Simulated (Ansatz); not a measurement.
# How fast states decay through BaCaBr4, part 2 of 2

Aim: relax a made-up compound, BaCaBr4, and see how good a tunnel barrier it would be. It is built by putting Br for I, Ca for Sr in the BaSrI4 structure of space group P4/mmm, with the volume rescaled by atomic radii. The parent structure comes from the Materials Project.

Ansatz 0.2.0; PBE DFT, plane waves, PAW files (the session's first sound run).

So far. Step 2 (Relaxing the new crystal): The largest force component on a free atom ends at 5.6e-5 eV/Å. Step 3 (The bulk crystal and its band edges): The searched edges give 3.80 eV, as on the mesh. The relaxed cell has a = 5.261, c = 7.557 Å (conventional setting).

The structure was built from a prototype and need not be the compound's stable phase.

### 4. Complex bands

This step: PBE DFT, plane waves, PAW files; complex bands by layer matching along the plane's normal (Ansatz 0.2.0).

The same crystal is laid in a cell whose first two vectors span the (001) plane (indices of the standard conventional cell, whose axes can be ordered otherwise than in the bulk input). At fixed energy and wavevector in the plane the solver finds all kz, real and complex. A few wavevectors are listed, (0, 0) and (-0.5, -0.5) in units of the plane's reciprocal vectors; the slowest state needn't be among them.

input.yaml reads:

```yaml
crystal:
  lattice:
    - [5.261254759, 0.0, 0.0]
    - [0.0, 5.261254759, 0.0]
    - [0.0, 0.0, 7.557086678]
  atoms:
    - { symbol: Ba, position: [0.5, 0.5, 0.0] }
    - { symbol: Ca, position: [0.0, 0.0, 0.5] }
    - { symbol: Br, position: [0.0, 0.5, 0.2665090704] }
    - { symbol: Br, position: [0.5, 0.0, 0.2665090704] }
    - { symbol: Br, position: [0.0, 0.5, 0.7334909296] }
    - { symbol: Br, position: [0.5, 0.0, 0.7334909296] }
kpoints:
  mp_grid: { grid: [4, 4, 4] }
scf:
  occupations: { method: fixed }
hamiltonian:
  xc: pbe
output:
  eigenvalues: true
  transmission:
    leads: [[0, 0]]
    kpoints: [[0.0, 0.0], [-0.5, -0.5]]
    e_range: [-1.0, 4.8]
    de: 0.15
```

Command:

```sh
$ ansatz run input.yaml --threads 2 --pin off --max-ram 4096MiB --backend cpu --events-out ev --progress --plain --runs-dir out
```

Numbers of over 12 decimals in the logs are rounded to 6 here.

Output:

```text
[...]
Crystal: 6 atoms, lattice volume = 209.186 Å³
Basis set: ecut = 420 eV, 4121 PW (Γ)
Bands: 30, of which v1, the nominal top of the filled ones, is band 24 counted from 1 (23 counted from 0)
Symmetry: 16 space group operations
[...]
k-points: 18 of 64
[...]
SCF iter   1: F=—  HF=-18911.692180 eV  |F-HF|=—  |Δ(HF+E_count)|=         —  Δρ=7.84e-4  dr2=6.83e-3  ethr=1.77e-3  ⟨swp⟩=7.6  Hψ=2807  notcnv=0  defer=66
[...]
SCF iter   6: F=-18911.693578 eV  HF=-18911.693577 eV  |F-HF|=9.48e-8  |Δ(HF+E_count)|=   2.20e-6  Δρ=3.34e-6  dr2=3.64e-8  ethr=2.08e-10  ⟨swp⟩=15.6  Hψ=3942  notcnv=0
SCF 1 converged in 6 iterations: F = -18911.693578 eV  dr2 = 3.64e-8
[...]
transmission: 14 of 28 steps passed
transmission: 28 of 28 steps passed
SCF converged after 6 iterations
Free energy (F): -18911.693578 eV
[...]
Internal energy: -18911.693578 eV  (E = F + TS)
E sigma→0 (E₀):  -18911.693578 eV
Fermi energy:    3.163110 eV
[...]
--- Band table (eV; the first three rows and the last of 18) ---
  k-point 0: bands = [... 20 lower, 2.7386, 2.7740, 2.7740, 3.1005, 6.9644, 7.7027, 7.7376, 7.8733, ... 2 higher]
  k-point 1: bands = [... 20 lower, 2.6896, 2.7049, 2.8499, 2.8499, 7.2169, 7.7944, 7.8743, 8.1221, ... 2 higher]
  k-point 2: bands = [... 20 lower, 2.6694, 2.6694, 2.8973, 2.8973, 7.4267, 7.8658, 7.9759, 8.6211, ... 2 higher]
  k-point 17: bands = [... 20 lower, 2.7409, 2.9355, 3.0122, 3.0955, 7.9093, 8.0043, 8.0542, 8.1827, ... 2 higher]
--- Transmission ---
  basis      : 241 plane waves across, 14 finite elements along
  points     : 2, as listed
  energies   : 39 from -1.000000 to 4.700000 eV about the Fermi level, 0.150000 eV apart; the leads are filled to 1.900629 eV, and channels, transmission and decay are at 1.850000 eV
  crystal 0  : Br4Ba1Ca1, at the sites [0, 0], period 7.5571 Å: whole cells are its period
    offset         : up to 0.0000 Å between an atom of the period and one for which it stands
    channels       : 0.000000e0 a spin
    conductance    : none, the energies end too early or step too widely for 300 K: set another output.transmission.e_range or a lower de, or, where they end at an eighth of basis.ecutwfc, a higher one
    slowest decay  : 0.2750 /Å at (0.0000, 0.0000)
```

Wall time 41 s (2 threads of Arm Neoverse V2, shared host); peak memory 0.87 GiB; 66 s of CPU time.

Numbers from this step:

| Property | Result |
| --- | --- |
| level to which the leads are filled | 1.901 eV from the Fermi level |
| decay constant at the filling level, zone centre | 0.2750 Å⁻¹ |
| decay constant at the filling level, slowest listed point | 0.275 Å⁻¹ |

K parallel (0, 0); values up to 1.5 1/Å, a degenerate pair printed once or twice; energies at which all values exceed this have no row. Table of Im kz of the slowest decaying states by energy, zero at the highest filled level on the SCF mesh:

| energy (eV) | decay 1 (Å⁻¹) | decay 2 (Å⁻¹) | decay 3 (Å⁻¹) | decay 4 (Å⁻¹) |
| --- | --- | --- | --- | --- |
| -1.00 | 0.629 | 0.971 | 0.985 | 1.12 |
| -0.55 | 0.373 | 0.858 | 0.937 | 1.07 |
| -0.25 | 0.111 | 0.114 | 0.913 | 1.04 |
| 0.05 | 0.101 | 0.178 | 0.393 | 0.889 |
| 0.20 | 0.151 | 0.199 | 0.442 | 0.876 |
| 0.65 | 0.231 | 0.241 | 0.521 | 0.837 |
| 1.10 | 0.264 | 0.274 | 0.560 | 0.794 |
| 1.40 | 0.272 | 0.293 | 0.575 | 0.764 |
| 1.85 | 0.275 | 0.310 | 0.587 | 0.715 |
| 2.30 | 0.268 | 0.318 | 0.590 | 0.660 |
| 2.60 | 0.256 | 0.318 | 0.587 | 0.619 |
| 3.05 | 0.226 | 0.312 | 0.546 | 0.578 |
| 3.50 | 0.165 | 0.297 | 0.453 | 0.530 |
| 3.95 | 0.272 | 0.324 | 0.429 | 0.541 |
| 4.25 | 0.215 | 0.246 | 0.341 | 0.410 |
| 4.70 | 0.0480 | 0.185 | 0.194 | 0.523 |

K parallel (-0.5, -0.5); values up to 1.5 1/Å, a degenerate pair printed once or twice; energies at which all values exceed this have no row. Im kz of the slowest decaying states against energy, zero at the highest filled level on the SCF mesh:

| energy (eV) | decay 1 (Å⁻¹) | decay 2 (Å⁻¹) | decay 3 (Å⁻¹) | decay 4 (Å⁻¹) |
| --- | --- | --- | --- | --- |
| -1.00 | 0.126 | 0.366 | 0.488 | 0.643 |
| -0.70 | 0.413 | 0.476 | 0.495 | 0.508 |
| -0.40 | 0.142 | 0.147 | 0.183 | 0.446 |
| -0.10 | 0.160 | 0.262 | 0.470 | 0.525 |
| 0.05 | 0.186 | 0.235 | 0.297 | 0.480 |
| 0.20 | 0.325 | 0.345 | 0.397 | 0.488 |
| 0.50 | 0.367 | 0.486 | 0.500 | 0.523 |
| 0.65 | 0.383 | 0.504 | 0.520 | 0.529 |
| 0.95 | 0.410 | 0.510 | 0.511 | 0.588 |
| 1.25 | 0.430 | 0.499 | 0.511 | 0.627 |
| 1.55 | 0.445 | 0.482 | 0.510 | 0.652 |
| 1.85 | 0.457 | 0.462 | 0.505 | 0.669 |
| 2.15 | 0.438 | 0.466 | 0.496 | 0.680 |
| 2.45 | 0.409 | 0.472 | 0.484 | 0.685 |
| 2.75 | 0.374 | 0.468 | 0.476 | 0.686 |
| 3.05 | 0.330 | 0.447 | 0.479 | 0.682 |
| 3.20 | 0.304 | 0.434 | 0.480 | 0.679 |
| 3.50 | 0.239 | 0.403 | 0.481 | 0.671 |
| 3.80 | 0.133 | 0.363 | 0.481 | 0.660 |
| 4.10 | 0.307 | 0.481 | 0.645 | 0.650 |
| 4.40 | 0.212 | 0.482 | 0.619 | 0.626 |
| 4.70 | 0.487 | 0.577 | 0.604 | 0.612 |

At the listed wavevectors the last open channel is at -0.10 eV and the next at +3.95 eV on the grid. At +1.85 eV, the grid energy nearest the filling level (the middle of the gap on the SCF mesh), the slowest state at the listed wavevectors decays with κ = 0.275 Å⁻¹, its amplitude falling by e over 3.6 Å. Through 1 nm of this crystal that state's transmission falls by exp(−2 × 0.275 Å⁻¹ × 10 Å) = 0.0041.

### 5. Decay over the two-dimensional zone

The listed points could miss the slowest state, so one energy near mid-gap is solved on a mesh of 6×6.

input.yaml, as its differences from that of step 4:

```diff
@@ -20,6 +20,2 @@
   eigenvalues: true
-  transmission:
-    leads: [[0, 0]]
-    kpoints: [[0.0, 0.0], [-0.5, -0.5]]
-    e_range: [-1.0, 4.8]
-    de: 0.15
+  transmission: { leads: [[0, 0]], kmesh: [6, 6], e_range: [1.9, 1.91], de: 0.05 }
```

Output:

```text
[...]
Crystal: 6 atoms, lattice volume = 209.186 Å³
Basis set: ecut = 420 eV, 4121 PW (Γ)
Bands: 30, of which v1, the nominal top of the filled ones, is band 24 counted from 1 (23 counted from 0)
Symmetry: 16 space group operations
[...]
k-points: 18 of 64
[...]
SCF iter   1: F=—  HF=-18911.692180 eV  |F-HF|=—  |Δ(HF+E_count)|=         —  Δρ=7.84e-4  dr2=6.83e-3  ethr=1.77e-3  ⟨swp⟩=7.6  Hψ=2807  notcnv=0  defer=66
[...]
SCF iter   6: F=-18911.693578 eV  HF=-18911.693577 eV  |F-HF|=9.48e-8  |Δ(HF+E_count)|=   2.20e-6  Δρ=3.34e-6  dr2=3.64e-8  ethr=2.08e-10  ⟨swp⟩=15.6  Hψ=3942  notcnv=0
SCF 1 converged in 6 iterations: F = -18911.693578 eV  dr2 = 3.64e-8
[...]
transmission: 24 of 120 steps passed
transmission: 48 of 120 steps passed
[...]
transmission: 120 of 120 steps passed
SCF converged after 6 iterations
Free energy (F): -18911.693578 eV
[...]
Internal energy: -18911.693578 eV  (E = F + TS)
E sigma→0 (E₀):  -18911.693578 eV
Fermi energy:    3.163110 eV
[...]
--- Band table (eV; the first three rows and the last of 18) ---
  k-point 0: bands = [... 20 lower, 2.7386, 2.7740, 2.7740, 3.1005, 6.9644, 7.7027, 7.7376, 7.8733, ... 2 higher]
  k-point 1: bands = [... 20 lower, 2.6896, 2.7049, 2.8499, 2.8499, 7.2169, 7.7944, 7.8743, 8.1221, ... 2 higher]
  k-point 2: bands = [... 20 lower, 2.6694, 2.6694, 2.8973, 2.8973, 7.4267, 7.8658, 7.9759, 8.6211, ... 2 higher]
  k-point 17: bands = [... 20 lower, 2.7409, 2.9355, 3.0122, 3.0955, 7.9093, 8.0043, 8.0542, 8.1827, ... 2 higher]
--- Transmission ---
  basis      : 241 plane waves across, 12 finite elements along
  points     : 10, standing for a mesh of 6 x 6
  energies   : 1 from 1.900000 to 1.900000 eV about the Fermi level; the leads are filled to 1.900629 eV, and channels, transmission and decay are at 1.900000 eV
  crystal 0  : Br4Ba1Ca1, at the sites [0, 0], period 7.5571 Å: whole cells are its period
[...]
channels       : 0.000000e0 a spin
    conductance    : none, crystal 0 has no channel at the energies, or these end too early or step too widely for 300 K: set another output.transmission.e_range or a lower de, or, where they end at an eighth of basis.ecutwfc, a higher one
    slowest decay  : 0.2747 /Å at (0.0000, 0.0000)
```

Wall time 22 s (2 threads); peak memory 0.85 GiB; 43 s of CPU time.

This step gave:

```
least decay constant on the mesh : 0.2747 Å⁻¹
```

Slowest decay constant (1/Å; 0 where a channel is open) over k1 and k2. At 1.9000 eV from the Fermi level.

Values, 6 rows by 6 columns:
```
0.398 0.379 0.338 0.323 0.338 0.379
0.351 0.338 0.309 0.294 0.309 0.338
0.335 0.323 0.294 0.275 0.294 0.323
0.351 0.338 0.309 0.294 0.309 0.338
0.398 0.379 0.338 0.323 0.338 0.379
0.458 0.398 0.351 0.335 0.351 0.398
```
Columns: k1 (b1) from -0.5 to 0.333; rows upwards: k2 (b2) from -0.5 to 0.333.

The least value on the mesh is 0.275 Å⁻¹ at +1.90 eV. At that energy the listed points give about 0.275 Å⁻¹ by interpolation, so the mesh holds no clearly slower state.

### 6. Results

```yaml
band_gap: 3.80 eV
least_decay_constant_at_mid_gap_normal_to_001: 0.275 Å⁻¹
least_decay_constant_on_a_mesh_normal_to_001: 0.275 Å⁻¹
```

With PBE, the slowest decay at the wavevectors tried is κ = 0.275 Å⁻¹, normal to (001). Through such a film the transmission near mid-gap falls as exp(−2κd), a factor of ten every 4.2 Å. A free electron under a barrier of half the gap would need a mass of 0.15 mₑ to decay at this rate. The compound is made up by substitution; its stability against other phases and against distortions of the cell's symmetry was not tested. A semilocal functional narrows gaps, so real decay constants are likely larger.

[Logs are printed without paths, hosts, clocks, repeated set-up lines and the standing remarks that a program may print on its own settings, such as how far it seeks lower states.]

[Hosts, paths, dates, database ids (printed as entryN), source tags and the programs' standing remarks are cut or masked in the printed files.]
